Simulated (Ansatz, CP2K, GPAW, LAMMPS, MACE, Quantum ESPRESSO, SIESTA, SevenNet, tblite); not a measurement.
# Running liquid (Rb,Li,Na)Br at 1000 K (90 atoms) with Quantum ESPRESSO

Wanted: Quantum ESPRESSO inputs and outputs for liquid (Rb,Li,Na)Br at 1000 K (90 atoms), checked against a plane-wave reference.

Main program and level: Quantum ESPRESSO 7.5; the method is named at each step.

### Step 1. The starting structure

The cell holds 90 atoms: 12 Rb, 10 Li, 23 Na and 45 Br. Cell: a = 14.887 Å, b = 14.887 Å, c = 14.887 Å, α = 90.0°, β = 90.0°, γ = 90.0°. 90 atoms (12 Rb, 10 Li, 23 Na, 45 Br) placed at random at 2.63 g/cm³, melted at 1800 K for 10 ps at fixed volume with the Lennard-Jones and Coulomb ion parameters for SPC/E (Joung and Cheatham, J. Phys. Chem. B 112, 9020 (2008)), full charges. Snapshot at the end of a hold of 20 ps at 1000 K and fixed volume.

The yardstick, on the same geometry:

```
method                                           : Kohn-Sham DFT, PBE, PAW, plane waves (Ansatz 0.2.0); cutoff 420 eV, Γ point, fermi-dirac smearing of 0.05 eV; PAW set soft_2
r.m.s. force component                           : 0.2726 eV/Å
longest force                                    : 1.016 eV/Å
pressure                                         : -0.1747 GPa
gap (highest filled to lowest empty level) : 2.943 eV
SCF cycles                                       : 7
time                                             : 20 s on 8 threads of Arm Neoverse V2, shared host
CPU time                                         : 2.5 min
```

### Step 2. PBE, sssp-1.3.0-efficiency, 45/360 Ry

Method: Kohn-Sham DFT, PBE, SSSP efficiency 1.3.0 pseudopotentials, plane waves.

File pw.in:

```
&control
  calculation = 'scf'
  pseudo_dir = './pseudo'
  outdir = './tmp'
  disk_io = 'none'
  tprnfor = .true.
  tstress = .true.
/
&system
  ibrav = 0
  nat = 90
  ntyp = 4
  ecutwfc = 45
  ecutrho = 360
  nosym = .true.
  occupations = 'smearing'
  smearing = 'fd'
  degauss = 0.003675
/
&electrons
  conv_thr = 4.5e-07
  electron_maxstep = 100
  mixing_beta = 0.4
  mixing_mode = 'plain'
  diagonalization = 'david'
/
ATOMIC_SPECIES
Rb 85.468 Rb.upf
Li 6.940 Li.upf
Na 22.990 Na.upf
Br 79.904 Br.upf
CELL_PARAMETERS angstrom
14.88690 0.00000 0.00000
0.00000 14.88690 0.00000
0.00000 0.00000 14.88690
ATOMIC_POSITIONS crystal
Rb 0.04831 0.47597 0.94017
Rb 0.35219 0.56405 0.97971
Rb 0.56090 0.82753 0.73127
Rb 0.73212 0.33948 0.60026
Rb 0.77044 0.63101 0.98140
Rb 0.30697 0.36229 0.71319
Rb 0.30485 0.00654 0.29705
Rb 0.80346 0.31364 0.00961
Rb 0.45354 0.37491 0.40548
Rb 0.05055 0.35981 0.22368
Rb 0.27349 0.05919 0.92086
Rb 0.27290 0.27989 0.11757
Li 0.63035 0.64839 0.48002
Li 0.24419 0.99656 0.61837
Li 0.52920 0.12785 0.54737
Li 0.13724 0.70696 0.80046
Li 0.97615 0.11106 0.98482
Li 0.10036 0.26440 0.81482
Li 0.00100 0.02498 0.21308
Li 0.80148 0.72796 0.53824
Li 0.53699 0.75625 0.25739
Li 0.99139 0.56555 0.42138
Na 0.19710 0.51123 0.57147
Na 0.99608 0.68981 0.17267
Na 0.54442 0.12849 0.24954
Na 0.78316 0.97808 0.52175
Na 0.27386 0.62551 0.27881
Na 0.04106 0.84511 0.41619
Na 0.15150 0.80597 0.04176
Na 0.10562 0.17367 0.43255
Na 0.97009 0.68915 0.70764
Na 0.98172 0.34057 0.57706
Na 0.72990 0.42372 0.29472
Na 0.29377 0.71547 0.58498
Na 0.53129 0.54215 0.15915
Na 0.89857 0.85794 0.91952
Na 0.65500 0.13098 0.81330
Na 0.54531 0.27701 0.98191
Na 0.51313 0.95835 0.41677
Na 0.48509 0.88393 0.04649
Na 0.84897 0.16010 0.35215
Na 0.76706 0.80562 0.28620
Na 0.56282 0.50520 0.75252
Na 0.01310 0.99837 0.66512
Na 0.74018 0.98590 0.04974
Br 0.62849 0.10881 0.00574
Br 0.17557 0.13676 0.73690
Br 0.13376 0.79751 0.66069
Br 0.06840 0.98210 0.98382
Br 0.26990 0.76496 0.90155
Br 0.15956 0.33818 0.48592
Br 0.89980 0.33846 0.39546
Br 0.66732 0.64923 0.23463
Br 0.66896 0.84176 0.45115
Br 0.57078 0.53824 0.95215
Br 0.60986 0.04780 0.66299
[... 30 atom lines left out ...]
Br 0.48959 0.30229 0.61884
Br 0.12260 0.15795 0.23290
Br 0.95976 0.35732 0.79259
Br 0.89425 0.70627 0.40019
K_POINTS gamma
```

On the command line:

```bash
$ OMP_NUM_THREADS=1 mpirun -np 4 pw.x -in pw.in > output.txt
```

The log of the run:

```text
Program PWSCF
     gamma-point specific algorithms are used
     one sub-group per band group will be used
     scalapack distributed-memory algorithm (size of sub-group:  2*  2 procs)
     Parallelization info
     sticks:   dense  smooth     PW     G-vecs:    dense   smooth      PW
     Min        5661    2832    708               641813   226872   28424
     Max        5664    2833    710               641820   226876   28430
     Sum       22649   11329   2837              2567265   907497  113705
     bravais-lattice index     =            0
     lattice parameter (alat)  =      28.1322  a.u.
     unit-cell volume          =   22264.3189 (a.u.)^3
     number of atoms/cell      =           90
     number of atomic types    =            4
     number of electrons       =       660.00
     number of Kohn-Sham states=          396
     kinetic-energy cutoff     =      45.0000  Ry
     charge density cutoff     =     360.0000  Ry
     scf convergence threshold =      4.5E-07
     mixing beta               =       0.4000
     number of iterations used =            8  plain     mixing
     Exchange-correlation=  SLA  PW   PBX  PBC
                           (   1   4   3   4   0   0   0)
     crystal axes: (cart. coord. in units of alat)
               a(1) = (   1.000000   0.000000   0.000000 )
               a(2) = (   0.000000   1.000000   0.000000 )
               a(3) = (   0.000000   0.000000   1.000000 )
     reciprocal axes: (cart. coord. in units 2 pi/alat)
               b(1) = (  1.000000  0.000000  0.000000 )
               b(2) = (  0.000000  1.000000  0.000000 )
               b(3) = (  0.000000  0.000000  1.000000 )
     PseudoPot. # 1 for Rb:
     Pseudo is Norm-conserving, Zval =  9.0
     PseudoPot. # 2 for Li:
     Pseudo is Ultrasoft, Zval =  3.0
     PseudoPot. # 3 for Na:
     Pseudo is Ultrasoft, Zval =  9.0
     PseudoPot. # 4 for Br:
     Pseudo is Ultrasoft + core correction, Zval =  7.0
     atomic species   valence    mass     pseudopotential
     Rb                9.00    85.46800     Rb( 1.00)
     Li                3.00     6.94000     Li( 1.00)
     Na                9.00    22.99000     Na( 1.00)
     Br                7.00    79.90400     Br( 1.00)
     No symmetry found
   Cartesian axes
     number of k points=     1  Fermi-Dirac smearing, width (Ry)=  0.0037
                       cart. coord. in units 2pi/alat
        k(    1) = (   0.0000000   0.0000000   0.0000000), wk =   2.0000000
     Dense  grid:  1283633 G-vectors     FFT dimensions: ( 180, 180, 180)
     Smooth grid:   453749 G-vectors     FFT dimensions: ( 125, 125, 125)
     Initial potential from superposition of free atoms
     starting charge     655.0498, renormalised to     660.0000
     Starting wfcs are  405 randomized atomic wfcs
     Self-consistent Calculation
     iteration #  1     ecut=    45.00 Ry     beta= 0.40
     Threshold (ethr) on eigenvalues was too large:
     Diagonalizing with lowered threshold
     total energy              =   -5042.02168435 Ry
     estimated scf accuracy    <       4.28320764 Ry
     iteration #  2     ecut=    45.00 Ry     beta= 0.40
     total energy              =   -5042.58646220 Ry
     estimated scf accuracy    <       0.34819072 Ry
     iteration #  3     ecut=    45.00 Ry     beta= 0.40
     total energy              =   -5042.62496736 Ry
     estimated scf accuracy    <       0.07298067 Ry
     iteration #  4     ecut=    45.00 Ry     beta= 0.40
     c_bands:  1 eigenvalues not converged
     total energy              =   -5042.63320957 Ry
     estimated scf accuracy    <       0.00715349 Ry
     iteration #  5     ecut=    45.00 Ry     beta= 0.40
     c_bands:  1 eigenvalues not converged
     total energy              =   -5042.63458818 Ry
     estimated scf accuracy    <       0.00033275 Ry
     iteration #  6     ecut=    45.00 Ry     beta= 0.40
     total energy              =   -5042.63484212 Ry
     estimated scf accuracy    <       0.00004936 Ry
     iteration #  7     ecut=    45.00 Ry     beta= 0.40
     total energy              =   -5042.63490874 Ry
     estimated scf accuracy    <       0.00000366 Ry
     iteration #  8     ecut=    45.00 Ry     beta= 0.40
     total energy              =   -5042.63492869 Ry
     estimated scf accuracy    <       0.00000051 Ry
     iteration #  9     ecut=    45.00 Ry     beta= 0.40
     End of self-consistent calculation
          k = 0.0000 0.0000 0.0000 ( 56853 PWs)   bands (ev):
   -51.0332 -50.8374 -50.7632 -50.7243 -50.6919 -50.6538 -50.6214 -50.5859
   -50.3255 -50.3078 -50.3022 -50.2950 -50.1956 -50.1456 -50.1421 -50.0704
   -50.0650 -50.0378 -49.9865 -49.9429 -49.8821 -49.8069 -49.5387 -44.9898
   -44.8513 -44.7894 -44.5075 -44.3479 -44.0516 -43.9994 -43.9765 -43.8799
   -43.6541 -25.5268 -25.2632 -25.1664 -25.1312 -25.1273 -25.0659 -25.0112
   -24.9654 -24.9352 -24.8996 -24.8712 -24.6595 -22.9531 -22.9435 -22.9273
   -22.7791 -22.7493 -22.7290 -22.6845 -22.6759 -22.6550 -22.6524 -22.6400
   -22.6395 -22.6076 -22.6004 -22.5873 -22.5769 -22.5679 -22.5612 -22.5366
   -22.5336 -22.5228 -22.5081 -22.4963 -22.4903 -22.2618 -22.2539 -22.2522
   -22.2412 -22.2298 -22.2282 -22.2261 -22.2258 -22.2154 -22.2047 -22.1976
   -22.1942 -22.1444 -22.1036 -22.0900 -22.0769 -22.0739 -22.0566 -22.0546
   -22.0494 -22.0442 -22.0069 -21.9990 -21.9958 -21.9934 -21.9817 -21.9758
[...]
5.8076   5.8555   5.8788   5.9521   5.9813   6.0351   6.0422   6.0626
     6.0893   6.1234   6.1616   6.1869   6.2154   6.2682   6.3371   6.3581
     6.3979   6.4183   6.4789   6.5168   6.5394   6.5724   6.6028   6.6503
     6.6695   6.6710   6.7210   6.7564   6.8376   6.8403   6.8543   6.8778
     6.9217   6.9474   6.9652   7.0033   7.0212   7.0365   7.0485   7.0607
     7.0999   7.1148   7.1442   7.1758
     the Fermi energy is     2.1250 ev
!    total energy              =   -5042.63493855 Ry
     estimated scf accuracy    <       0.00000006 Ry
     smearing contrib. (-TS)   =      -0.00000000 Ry
     internal energy E=F+TS    =   -5042.63493855 Ry
     The total energy is F=E-TS. E is the sum of the following terms:
     one-electron contribution =   -2927.51083986 Ry
     hartree contribution      =    1609.99024274 Ry
     xc contribution           =   -1632.66590159 Ry
     ewald contribution        =   -2092.44843983 Ry
     convergence has been achieved in   9 iterations
     Forces acting on atoms (cartesian axes, Ry/au):
     atom    1 type  1   force =     0.00465000    0.01517583    0.01076278
     atom    2 type  1   force =    -0.00990029    0.00330211   -0.00596944
     atom    3 type  1   force =    -0.01474877    0.01822764   -0.00864797
     atom    4 type  1   force =    -0.00276911   -0.01117422   -0.00005184
     atom    5 type  1   force =    -0.00938690    0.00858165    0.00340934
     atom    6 type  1   force =     0.00319230   -0.01394811    0.00324367
     atom    7 type  1   force =    -0.02629785   -0.01722290   -0.01150369
     atom    8 type  1   force =     0.00128986   -0.01028642    0.00156861
     atom    9 type  1   force =     0.01576719   -0.00007167    0.03248720
     atom   10 type  1   force =    -0.00839546    0.01045153    0.00061211
     atom   11 type  1   force =    -0.00920610   -0.00178542   -0.00963009
     atom   12 type  1   force =     0.01383476   -0.01053425   -0.00201150
[...]
atom   86 type  4   force =    -0.01447827    0.01270860   -0.00692558
     atom   87 type  4   force =     0.01601832   -0.01288858   -0.00796674
     atom   88 type  4   force =     0.00334631   -0.00802335    0.01887670
     atom   89 type  4   force =     0.00251031   -0.01674287   -0.01898824
     atom   90 type  4   force =     0.00632950   -0.00875684   -0.01419921
     Total force =     0.175503     Total SCF correction =     0.000315
     Computing stress (Cartesian axis) and pressure
          total   stress  (Ry/bohr**3)                   (kbar)     P=       -1.70
   0.00000335  -0.00000767   0.00001867            0.49       -1.13        2.75
  -0.00000767  -0.00003323  -0.00000818           -1.13       -4.89       -1.20
   0.00001867  -0.00000818  -0.00000472            2.75       -1.20       -0.69
     Message from routine punch:
     Nothing written, as per user request (disk_io='none')
```

Run time: 6.2 min. Hardware: 4 MPI ranks of Arm Neoverse V2, shared host; peak memory 8.6 GiB; 25 min of CPU time.

Banners, paths, timers and routine set-up lines are dropped from the logs unmarked, and long logs keep their key lines alone; longer cuts are marked.

Numbers from this run, and their distance from the reference:

```
r.m.s. force component                           : 0.2746 eV/Å
r.m.s. difference of force components            : 4.04 meV/Å
longest difference of force vectors              : 21.74 meV/Å
force difference over r.m.s. force               : 1.482 %
slope of forces against the reference's          : 1.007
correlation of force components                  : 0.9999
gap (highest filled to lowest empty level) : 2.941 eV
gap difference                                   : -0.0013 eV
pressure                                         : -0.1697 GPa
pressure difference                              : 0.005 GPa
```

Length of the force difference by element (eV/Å):

```
element  atoms    mean    most
     Br     45  0.0062   0.019
     Li     10  0.0016  0.0022
     Na     23  0.0075   0.022
     Rb     12  0.0023  0.0045
```

Levels nearest the highest filled one (eV from it): -0.50, -0.47, -0.45, -0.44, -0.41, -0.39, -0.38, -0.34, -0.31, -0.23, -0.06, 0.00, 2.94, 3.86, 4.00, 4.04, 4.12, 4.14, 4.20, 4.56, 4.59, 4.62, 4.68, 4.78.

Local excerpt of 9 atoms (numbers count through the whole input) about Li16, one of the 10 Li atoms; x, y, z are measured from there.

```
atom      x      y      z  distance (Å)     Fx     Fy  Fz (eV/Å)
Li16   0.00   0.00   0.00          0.00   0.73   0.07       0.24
Br48  -0.05   1.35  -2.08          2.48   0.00   0.05       0.06
Br80  -2.16  -0.09   1.25          2.49  -0.07  -0.11       0.38
Br71   0.58  -2.48  -0.50          2.60   0.03   0.07      -0.03
Br50   1.97   0.86   1.50          2.63  -0.06   0.08      -0.11
Na31  -2.49  -0.27  -1.38          2.86  -0.16   0.09      -0.70
Na29   0.21   1.47   3.59          3.89   0.12   0.07      -0.15
Na34   2.33   0.13  -3.21          3.97   0.32   0.23       0.00
 Rb1  -1.32  -3.44   2.08          4.23   0.12   0.39       0.28
```

Forces lie 1.5 % from the reference's, at 9.8 times its CPU time (on 4 against 8 cores).

### Step 3. Results

- force difference from the reference: QE PBE, sssp-1.3.0-efficiency, 45/360 Ry, 1.5 %
- its CPU time: 25 min

PBE on plane waves or a grid with other potentials, cutoffs or grids differs from the reference by 1.5 % (QE PBE, sssp-1.3.0-efficiency, 45/360 Ry) of the r.m.s. force; this holds the reference's own error, so differences of a few per cent don't tell which side is nearer the exact PBE result (QE's 45 Ry are 612 eV, against the reference's 420 eV). PBE gaps agree with the reference's 2.94 eV within 0.002 eV. The frame stands for 1000 K, but pressures are static and levels are smeared at 580 K. The network of bonds at the start is that of the classical potential that made the cell, and needn't be the one that DFT or experiment would give. The ion parameters were fitted for water, not for melts, so the starting structure of this cell may lie well off the real melt's. The electronic-structure runs sample only Γ, in a cell whose shortest periodic width is 15 Å.

[Also dropped from logs without a mark: logging warnings of Python, and SIESTA's first energy breakdown and zero terms.]

[Logs are printed without paths, hosts, clocks, repeated set-up lines and the standing remarks that a program may print on its own settings, such as how far it seeks lower states.]

[Hosts, paths, dates, database ids (printed as entryN), source tags and the programs' standing remarks are cut or masked in the printed files.]
